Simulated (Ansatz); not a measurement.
## Where Ni_Ca puts its levels in the gap of CaO (Fm-3m)

Charge states of Ni_Ca in CaO (Fm-3m), set against the band edges. Model: a cell of 54 host atoms with 1 Ca taken out and 1 Ni put in.

Method: place-levels on r2SCAN runs: charge-transition levels and formation energies with image-charge correction and potential alignment at the atomic sites; PAW set soft_1, in Ansatz 0.2.0.

**1. Starting point**

The cell holds 54 atoms: 26 Ca, 27 O and 1 Ni. Cell: a = 10.173 Å, b = 10.173 Å, c = 10.173 Å, α = 60.0°, β = 60.0°, γ = 60.0°. It derives from CaO (space group Fm-3m). Nearest the centre at fractional (0.667, 0.667, 0.333): Ni51 at 0.00 Å, O28 at 2.40 Å, O44 at 2.40 Å, O32 at 2.40 Å, O34 at 2.40 Å, O46 at 2.40 Å, O50 at 2.40 Å, Ca21 at 3.39 Å.

The host's dielectric constants go in as inputs: 3.85 for the electrons alone, 16.67 with the ions, computed on the host (DFPT, PBEsol, on the r2SCAN cell), and a cell off the functional's own equilibrium shifts the ionic part.

The cell's shortest repeat is 10.2 Å.

**2. What was run first**

Levels follow from differences of total energies between charge states, each relaxed by itself.

Each atom starts 0.05 Å or so off its site in a random direction: a symmetric start keeps its symmetry, and would miss off-centre moves and Jahn–Teller distortions. Forces are taken at one point at (¼, ¼, ¼). The cell holds 1 electron more than the neutral one, with a uniform background that keeps it neutral on the whole. The electron count is odd, so at least one spin is unpaired; this run locks the moment at 1 μB.

The sampling was tested on the host first: at the k-points planned (1x1x1 shifted 0.25 0.25 0.25) its energy lies 0.005 eV an atom from the dense-mesh value, under the bound of 0.02 eV set for this test; that bounds the host's error, not the defect's.

One state's input; the others differ in charge, spin, start and seed, and in occupations where the table says so.

qm1_M1.relax/input.yaml reads:

```yaml
crystal:
  lattice:
    - [0.0, 7.19307716, 7.19307716]
    - [7.19307716, 0.0, 7.19307716]
    - [7.19307716, 7.19307716, 0.0]
  atoms:
    - { symbol: Ca, position: [0.0, 0.0, 0.0] }
    - { symbol: O, position: [0.16666667, 0.16666667, 0.16666667] }
[... 6 atom lines left out ...]
    - { symbol: Ca, position: [0.0, 0.33333333, 0.33333333] }
[... 3 atom lines left out ...]
    - { symbol: Ca, position: [0.0, 0.66666667, 0.0] }
[... 1 atom line left out ...]
    - { symbol: Ca, position: [0.0, 0.66666667, 0.33333333] }
[... 5 atom lines left out ...]
    - { symbol: Ca, position: [0.33333333, 0.0, 0.33333333] }
[... 4 atom lines left out ...]
    - { symbol: O, position: [0.5, 0.5, 0.16666667] }
[... 1 atom line left out ...]
    - { symbol: O, position: [0.5, 0.5, 0.5] }
[... 3 atom lines left out ...]
    - { symbol: O, position: [0.5, 0.83333333, 0.16666667] }
    - { symbol: Ca, position: [0.33333333, 0.66666667, 0.33333333] }
    - { symbol: O, position: [0.5, 0.83333333, 0.5] }
    - { symbol: Ca, position: [0.33333333, 0.66666667, 0.66666667] }
[... 1 atom line left out ...]
    - { symbol: Ca, position: [0.66666667, 0.0, 0.0] }
[... 1 atom line left out ...]
    - { symbol: Ca, position: [0.66666667, 0.0, 0.33333333] }
[... 4 atom lines left out ...]
    - { symbol: O, position: [0.83333333, 0.5, 0.16666667] }
    - { symbol: Ca, position: [0.66666667, 0.33333333, 0.33333333] }
    - { symbol: O, position: [0.83333333, 0.5, 0.5] }
    - { symbol: Ca, position: [0.66666667, 0.33333333, 0.66666667] }
[... 1 atom line left out ...]
    - { symbol: Ca, position: [0.66666667, 0.66666667, 0.0] }
    - { symbol: O, position: [0.83333333, 0.83333333, 0.16666667] }
    - { symbol: Ni, position: [0.66666667, 0.66666667, 0.33333333], spin: 1.0 }
[... 1 atom line left out ...]
    - { symbol: Ca, position: [0.66666667, 0.66666667, 0.66666667] }
    - { symbol: O, position: [0.83333333, 0.83333333, 0.83333333] }
  host:
    repeats: [3, 3, 3]
    atoms:
      - { symbol: Ca, position: [0.0, 0.0, 0.0] }
      - { symbol: O, position: [0.5, 0.5, 0.5] }
total_charge: -1
basis:
  ecutwfc: 500
  xc_grid: 2
hamiltonian:
  xc: r2scan
  pseudopotentials: { kind: paw, azcp: { folder: soft_1 } }
kpoints:
  mp_grid: { grid: [1, 1, 1], shift: [0.25, 0.25, 0.25] }
magnetization:
  spin_polarized: true
  initial_magnetization: 1
  spin_locking: { lock_magnetization: hard }
scf:
  occupations: { method: fixed }
  max_iter: 80
output:
  forces: true
  charged_corrections:
    epsilon: 3.85
    static_epsilon: 16.67
    defect_position: [0.666667, 0.666667, 0.333333]
relax:
  f_tol: 0.02
  max_steps: 80
  random_displacement: { amplitude: 0.05, seed: 5675 }
checkpoint:
  write: "../qm1_M1.relax.run"
  compress: false
  write_wavefunctions: true
  write_every: 100000
```

The run is started by

```
> ansatz run input.yaml --threads 4 --pin off --max-ram 15073MiB --backend cpu --events-out ev --progress --plain --runs-dir out
```

The relaxed structure is kept and the sampling changed to a 2×2×2 shifted mesh.

The run of this state that the levels use, under r2SCAN:

qm1_M1.point/input.yaml reads:

```yaml
crystal:
  checkpoint: "../qm1_M1.relax.run"
  host: checkpoint
total_charge: -1
basis:
  ecutwfc: 500
  xc_grid: 2
hamiltonian:
  xc: r2scan
  pseudopotentials: { kind: paw, azcp: { folder: soft_1 } }
kpoints:
  mp_grid: { grid: [2, 2, 2], shift: [0.5, 0.5, 0.5] }
magnetization:
  spin_polarized: true
  initial_magnetization: 1
  spin_locking: { lock_magnetization: hard }
scf:
  occupations: { method: fermi_dirac, width: 0.01 }
  max_iter: 80
output:
  forces: true
  eigenvalues: true
  charged_corrections:
    epsilon: 3.85
    static_epsilon: 16.67
    defect_position: [0.666667, 0.666667, 0.333333]
  eigenstates: { localisation: true }
  populations: true
  efg: {}
checkpoint:
  read: "../qm1_M1.relax.run"
  write: "../qm1_M1.point.run"
  compress: false
  write_wavefunctions: false
  write_every: 100000
```

Relaxations under r2SCAN at one point at (¼, ¼, ¼); times on 4 threads of Arm Neoverse V1, shared host:

```csv
charge,moment (μB),occupations,outcome,steps,largest displacement against the far atoms (Å),time
−1,1,fixed,converged,27,0.60,21 min
0,0,fixed,not converged,-,-,95 s
0,0,fermi-dirac,converged,14,0.31,6.7 min
0,2,fixed,converged,5,0.09,4.2 min
+1,1,fixed,converged,10,0.37,8.6 min
+1,3,fixed,converged,10,0.32,11 min
```

Single points under r2SCAN at a 2×2×2 shifted mesh; times on 4 threads of Arm Neoverse V1, shared host:

| charge | moment (μB) | occupations | outcome | time |
| --- | --- | --- | --- | --- |
| −1 | 1 | fermi-dirac | converged | 5.2 min |
| 0 | 0 | fermi-dirac | converged | 2.1 min |
| 0 | 2 | fermi-dirac | converged | 4.4 min |
| +1 | 1 | fermi-dirac | converged | 5.7 min |
| +1 | 3 | fermi-dirac | converged | 5.1 min |

Distances (Å) from Ni51 to the nearest atoms after relaxation with r2SCAN:

| charge | moment (μB) | 1. | 2. | 3. | 4. | 5. | 6. |
| --- | --- | --- | --- | --- | --- | --- | --- |
| −1 | 1 | O 2.01 | O 2.01 | O 2.62 | O 2.65 | Ca 2.84 | O 2.95 |
| 0 | 0 | O 2.09 | O 2.09 | O 2.09 | O 2.09 | O 2.67 | O 2.67 |
| 0 | 2 | O 2.30 | O 2.30 | O 2.31 | O 2.31 | O 2.31 | O 2.31 |
| +1 | 1 | O 2.03 | O 2.03 | O 2.03 | O 2.03 | O 2.44 | O 2.45 |
| +1 | 3 | O 2.06 | O 2.08 | O 2.16 | O 2.19 | O 2.33 | O 2.36 |

**3. Placing the levels, r2SCAN**

A charged cell interacts with its images and the background, and its potential has another zero than the host's. place-levels removes the first by a point-charge model, screened by the static dielectric constant since the ions have relaxed around the charge, and the second by comparing potentials at atoms far from the defect.

The host is a run of the defect-free crystal in the same cutoffs, grids and k-points, so that basis and sampling errors cancel in part in the differences. The host is run in a cell of 2 atoms on a matching mesh. Its band edges are searched through the zone by a band path, so the gap is smaller than, or equal to, that on the mesh. Chemical potentials are energies per atom of Ca (fcc) and Ni (fcc), run with the same functional and cutoff.

levels.point.yaml reads:

```yaml
host:
  run: host.point.run
states: [qm1_M1.point.run, q0.point.run, q0_M2.point.run, qp1_M1.point.run, qp1_M3.point.run]
geometry_from:
  qm1_M1.point.run: qm1_M1.relax.run
  q0.point.run: q0.relax_smeared.run
  q0_M2.point.run: q0_M2.relax.run
  qp1_M1.point.run: qp1_M1.relax.run
  qp1_M3.point.run: qp1_M3.relax.run
chemical_potentials:
  Ca:
    energy: -1821.671293
    dataset: <sha256 of the dataset>
  Ni:
    energy: -5845.291662
    dataset: "<sha256 of the dataset>"
epsilon: 3.85
static_epsilon: 16.67
vertical:
  - { from: qm1_M1.point.run, to: qm1_M1.point_neutral.run }
  - { from: qp1_M1.point.run, to: qp1_M1.point_neutral.run }
  - { from: qp1_M3.point.run, to: qp1_M3.point_neutral.run }
```

The run is started by

```
> ansatz place-levels levels.point.yaml -- --threads 4 --pin off --max-ram 15073MiB
```

Numbers of over 12 decimals in the logs are rounded to 6 here.

Log:

```text
[... repeated set-up lines and file paths are left out, and long positions are rounded to six places ...]
(+1/0) 0.311 eV above the valence edge, 3.886 eV under the conduction edge
(0/-1) 3.316 eV above the valence edge, 0.882 eV under the conduction edge
formation energy of charge +1: +4.661 eV with the Fermi level at the valence edge
formation energy of charge 0: +4.972 eV with the Fermi level at the valence edge
formation energy of charge -1: +8.287 eV with the Fermi level at the valence edge
vertical -1 to 0: no energy, since no alignment is typed
  the change from vertical[0].from (qm1_M1.point.run) to vertical[0].to (qm1_M1.point_neutral.run): by its potential at epsilon 3.85 it stands at 0.746 0.666 0.333, with an rms radius of about 2.3 Å (1.3 1.4 1.4 Å across the planes of the cell's vectors); [...]
vertical +1 to 0: no energy, since no alignment is typed
  the change from vertical[1].from (qp1_M1.point.run) to vertical[1].to (qp1_M1.point_neutral.run): by its potential at epsilon 3.85 it stands at 0.667 0.666 0.334, with an rms radius of about 2.0 Å (1.1 1.1 1.1 Å across the planes of the cell's vectors); [...]
vertical +1 to 0: no energy, since no alignment is typed
  the change from vertical[2].from (qp1_M3.point.run) to vertical[2].to (qp1_M3.point_neutral.run): by its potential at epsilon 3.85 it stands at 0.680 0.655 0.332, with an rms radius of about 1.8 Å (1.0 1.0 1.0 Å across the planes of the cell's vectors); [...]
  edges by r2scan, gap 4.197 eV; the host is sampled to repeats of 20.35 Å
  the defect's cells are sampled to repeats of 20.35 Å, like sampling
  charge +1: -68666.9276 eV with its correction of +0.092 eV, at epsilon 16.67, aligned at sites: -0.0461 eV, mean over 21 atomic sites at or beyond 5.09 Å from the defect at [0.6667, 0.6667, 0.3333], with -0.000000 for the charge's moments and without [...]
  charge 0: +0.000 eV for its dipole among its images, +0.000 omitted
  charge -1: -68648.4270 eV with its correction of +0.193 eV, at epsilon 16.67, aligned at sites: -0.0558 eV, mean over 21 atomic sites at or beyond 5.09 Å from the defect at [0.6667, 0.6667, 0.3333], with +0.000000 for the charge's moments and without [...]
  charge +1: states[4] (qp1_M3.point.run) stands 0.267 eV higher, with a moment of 3.00 μB against 1.00
  charge 0: states[1] (q0.point.run) stands 1.650 eV higher, with a moment of 0.00 μB against 2.00
  of states[3] (qp1_M1.point.run): its alignment with the host at atomic sites is doubtful: the cell is too small to show whether the defect's potential has decayed: take a larger one; stability_check_not_made
  of states[2] (q0_M2.point.run): its alignment with the host at atomic sites is doubtful: the cell is too small to show whether the defect's potential has decayed: take a larger one; stability_check_not_made
  of states[0] (qm1_M1.point.run): its alignment with the host at atomic sites is doubtful: the cell is too small to show whether the defect's potential has decayed: take a larger one; stability_check_not_made
  of states[4] (qp1_M3.point.run): its alignment with the host at atomic sites is doubtful: the cell is too small to show whether the defect's potential has decayed: take a larger one; stability_check_not_made
  of states[1] (q0.point.run): its alignment with the host at atomic sites is doubtful: the cell is too small to show whether the defect's potential has decayed: take a larger one
  of vertical[0].from (qm1_M1.point.run): stability_check_not_made
  vertical[0].to (qm1_M1.point_neutral.run): levels filled in part (TS 0.020 eV): its energy is of no whole electron's
  of vertical[1].from (qp1_M1.point.run): stability_check_not_made
  vertical[1].to (qp1_M1.point_neutral.run): levels filled in part (TS 0.003 eV): its energy is of no whole electron's
  of vertical[2].from (qp1_M3.point.run): stability_check_not_made
  vertical[2].to (qp1_M3.point_neutral.run): levels filled in part (TS 0.020 eV): its energy is of no whole electron's
```

Elapsed: 0.59 s, on 4 threads of Arm Neoverse V1, shared host.

Levels between the charges placed, in eV above the valence top:

|  | gap (eV) | (+1/0) | (0/−1) |
| --- | --- | --- | --- |
| r2SCAN | 4.20 | 0.31 | 3.32 |

Corrections by state:

```csv
charge,moment (μB),image terms and alignment (eV),band filling (eV),ε used,"over the lowest of its charge, as the program ranks them, band filling apart (eV)"
+1,1.0,0.092,-,16.67,0.000
0,2.0,0.000,-,-,0.000
−1,1.0,0.193,-,16.67,0.000
+1,3.0,0.100,-,16.67,0.267
0,0.0,0.000,-,-,1.650
```

The charged structures listed were also run neutral, and place-levels reads from each pair, by the potential or the spins, how wide the charge is by which they differ; that can be the carrier of either run.

```
charge  rms radius (Å)  spread where it is widest against the cell (Å)  wide from (Å)  reading
    +1             2.0                                            1.15           1.44   narrow
    −1             2.3                                            1.37           1.44   narrow
```

The neutral runs of these pairs need not share the spin of the lowest neutral state, and very wide values only mean spread over the cell.

From the program's caveats on the states, each cut to its opening words:

- charge +1 (1 μB), 0 (2 μB), −1 (1 μB), +1 (3 μB), 0: its alignment with the host at atomic sites is doubtful: the cell is too small to show whether the defect's potential has decayed: take a larger one
- charge +1 (1 μB), 0 (2 μB), −1 (1 μB), +1 (3 μB): flagged: stability check not made

Chemical potentials of the elements' reference phases, run alike. Formation energy by charge state (elemental references; gap 4.20 eV):

| charge | at valence top (eV) | at conduction bottom (eV) | correction included (eV) |
| --- | --- | --- | --- |
| +1 | 4.66 | 8.86 | 0.09 |
| 0 | 4.97 | 4.97 | 0.00 |
| −1 | 8.29 | 4.09 | 0.19 |

(Fermi level (eV), lowest formation energy (eV)): (0.00, 4.66), (0.38, 4.97), (0.76, 4.97), (1.14, 4.97), (1.53, 4.97), (1.91, 4.97), (2.29, 4.97), (2.67, 4.97), (3.05, 4.97), (3.43, 4.85), (3.82, 4.47), (4.20, 4.09)

**4. Outcome**

```json
{
 "gap of the host": "4.20 eV (r2SCAN)",
 "level (plus 1/0)": "0.31 eV above the valence top",
 "level (0/minus 1)": "3.32 eV above the valence top",
 "lowest of the charges placed, just above the valence top (0.02 eV)": "+1",
 "lowest of the charges placed, just below the conduction bottom (0.02 eV)": "−1",
 "lowest formation energy at mid-gap of the charges run, elemental references": "4.97 eV"
}
```

**Reading.** Of the charges placed (−1, 0 and +1), the lowest changes at 0.31 eV (+1/0) and 3.32 eV (0/−1) above the valence top, in a gap of 4.20 eV. Charges above +1 and below −1 were not placed, so these runs say nothing of levels that involve them. States placed: +1 at 1 μB and 3 μB; 0 at 2 μB and 0 μB; −1 at 1 μB. Other spin states or structures, where not listed, weren't placed. Ni is taken at its element; compounds, which aren't counted here, bound the chemical potentials and would shift these formation energies. The program doubts the alignment of potentials for at least one state, a sign that the cell is small. What this leaves open: r2SCAN makes the gap too small and tends to spread out bound carriers; where a gas molecule sets a chemical potential or the host's formation energy, its binding is uncorrected.

[Logs are printed without paths, hosts, clocks, repeated set-up lines and the standing remarks that a program may print on its own settings, such as how far it seeks lower states.]

[Hosts, paths, dates, database ids (printed as entryN), source tags and the programs' standing remarks are cut or masked in the printed files.]

[Where a table of states has a column of steps, it counts the stored structures, which are thinned; the runs took as many ionic steps or more.]

[A defect's name tells the site on which it was built; relaxed atoms can leave that site.]

[For some hosts the program warned that the k-mesh of the response run may be too coarse for force constants and the static dielectric constant; such warnings are not shown here.]
